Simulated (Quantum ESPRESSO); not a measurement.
# Voltage at the next charge: Ti2NF2 MXene, 1 layer against an electrode

How the rows were computed: Quantum ESPRESSO 7.5, LDA, GBRV ultrasoft; ESM with bc3, a metal electrode 6.87 Å above the top atoms; cell area 8.102 Å²; ions fixed. V is the potential energy of an electron at the electrode over the slab's Fermi level, divided by e, so that it equals the work function at zero charge; positive charge removes electrons.

```
charge (e a cell)  V (V)
                0  4.875
           0.0119  6.672
           0.0238  8.470
```

One more run was made and is withheld. What is V at a charge of 0.0477 e, and what capacitance do the rows imply?

**Fit.** The last two rows give dV/dq = (8.470 − 6.672)/(0.0238 − 0.0119) = 151.1 V/e, so C = 1602/(8.102 × 151.1) = 1.31 µF/cm², an effective gap of 8.854/1.31 = 6.77 Å. At constant C, V = 8.470 + 151.1 × 0.0239 = 12.08 V.

**Check.** V = 12.092 V; the estimate misses by −0.01 V, 0.3 % of the step. Over the three intervals C goes 1.31, 1.31 and 1.30 µF/cm².

Caveats: Vacuum fills the gap; a dielectric or electrolyte would change C. The slab is thin.

[Logs are printed without paths, hosts, clocks, repeated set-up lines and the standing remarks that a program may print on its own settings, such as how far it seeks lower states.]
